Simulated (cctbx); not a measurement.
**Resonant diffraction in SiAg3Cl7**

Space group Cmc2_1 (no. 36), a = 8.8950 Å, b = 15.4560 Å, c = 7.8460 Å, α = 90.00°, β = 90.00°, γ = 90.00°.

```csv
atom,mult.,x,y,z,Ueq (Å²)
Ag1,4,0,0.1663,0.2696,0.0076
Ag2,8,0.7432,0.4198,0.2692,0.0078
Cl1,4,1/2,0.2663,0.3914,0.0130
Cl2,8,0.6577,0.2204,0.0907,0.0105
Cl3,4,0,0.4392,0.5902,0.0110
Cl4,8,0.8386,0.3851,0.8778,0.0122
Cl5,4,0,0.0001,0.0176,0.0130
Si1,4,0,0.3370,0.7332,0.0139
```

This is a model crystal, built by substitution and not relaxed, with assumed displacement parameters.

Calculated with cctbx: free-atom f′ and f″ from the Sasaki tables, no fine structure; amplitudes in electrons.

How do |F(hkl)| and |F(−h−k−l)| change across the Ag K edge?

```text
E (eV)    f'(Ag)   f''           |F|1 3 0        |F|0 4 1        |F|0 2 2        |F|1 1 0
  24914   -3.28   0.58       25.9/  25.9    411.8/ 412.9     57.3/  56.7     17.0/  17.0
  25264   -4.07   0.56       22.8/  22.8    403.5/ 404.6     55.6/  55.0     15.2/  15.2
  25394   -4.75   0.56       20.1/  20.1    396.4/ 397.5     54.2/  53.5     13.7/  13.7
  25454   -5.40   0.56       17.5/  17.5    389.7/ 390.8     52.8/  52.2     12.2/  12.2
  25484   -6.04   0.56       15.0/  15.0    383.0/ 384.1     51.5/  50.8     10.7/  10.7
  25499   -6.67   0.55       12.6/  12.6    376.4/ 377.6     50.2/  49.5      9.3/   9.3
  25506   -7.20   0.55       10.5/  10.5    370.9/ 372.1     49.1/  48.4      8.1/   8.1
  25510   -7.77   0.55        8.3/   8.3    364.9/ 366.2     47.9/  47.2      6.8/   6.8
  25518   -9.03   3.62       14.1/  14.1    348.6/ 360.3     48.8/  42.3      8.9/   8.9
  25522   -7.61   3.62       16.3/  16.3    363.5/ 374.8     51.5/  45.4     10.7/  10.7
  25529   -6.89   3.61       18.0/  18.0    371.1/ 382.1     52.9/  47.0     11.8/  11.8
  25544   -6.13   3.61       20.0/  20.0    379.0/ 389.8     54.3/  48.6     13.2/  13.2
  25574   -5.42   3.60       22.1/  22.1    386.6/ 397.1     55.7/  50.2     14.5/  14.5
  25664   -4.49   3.58       25.1/  25.1    396.4/ 406.5     57.6/  52.3     16.3/  16.3
  25914   -3.49   3.51       28.4/  28.4    406.9/ 416.6     59.5/  54.5     18.3/  18.3
```

The edge is at 25514 eV. f′ of Ag falls from -4.8 e at 25394 eV to -7.8 e at 4 eV below it, and f″ steps from 0.55 to 3.62 e across it. Over that approach |F| changes by -59 % (1 3 0), -8 % (0 4 1), -12 % (0 2 2) and -50 % (1 1 0): a reflection falls where Ag scatters in phase with the total and rises where it scatters against it; it hardly moves where the Ag term is small or cancels by symmetry or lies in quadrature to the total. The f″ term interferes with the normal scattering with opposite sign for the two Friedel mates. The largest Friedel difference in the scan is 14.3 % of the mean (0 2 2, at 25518 eV).

[Logs are printed without paths, hosts, clocks, repeated set-up lines and the standing remarks that a program may print on its own settings, such as how far it seeks lower states.]
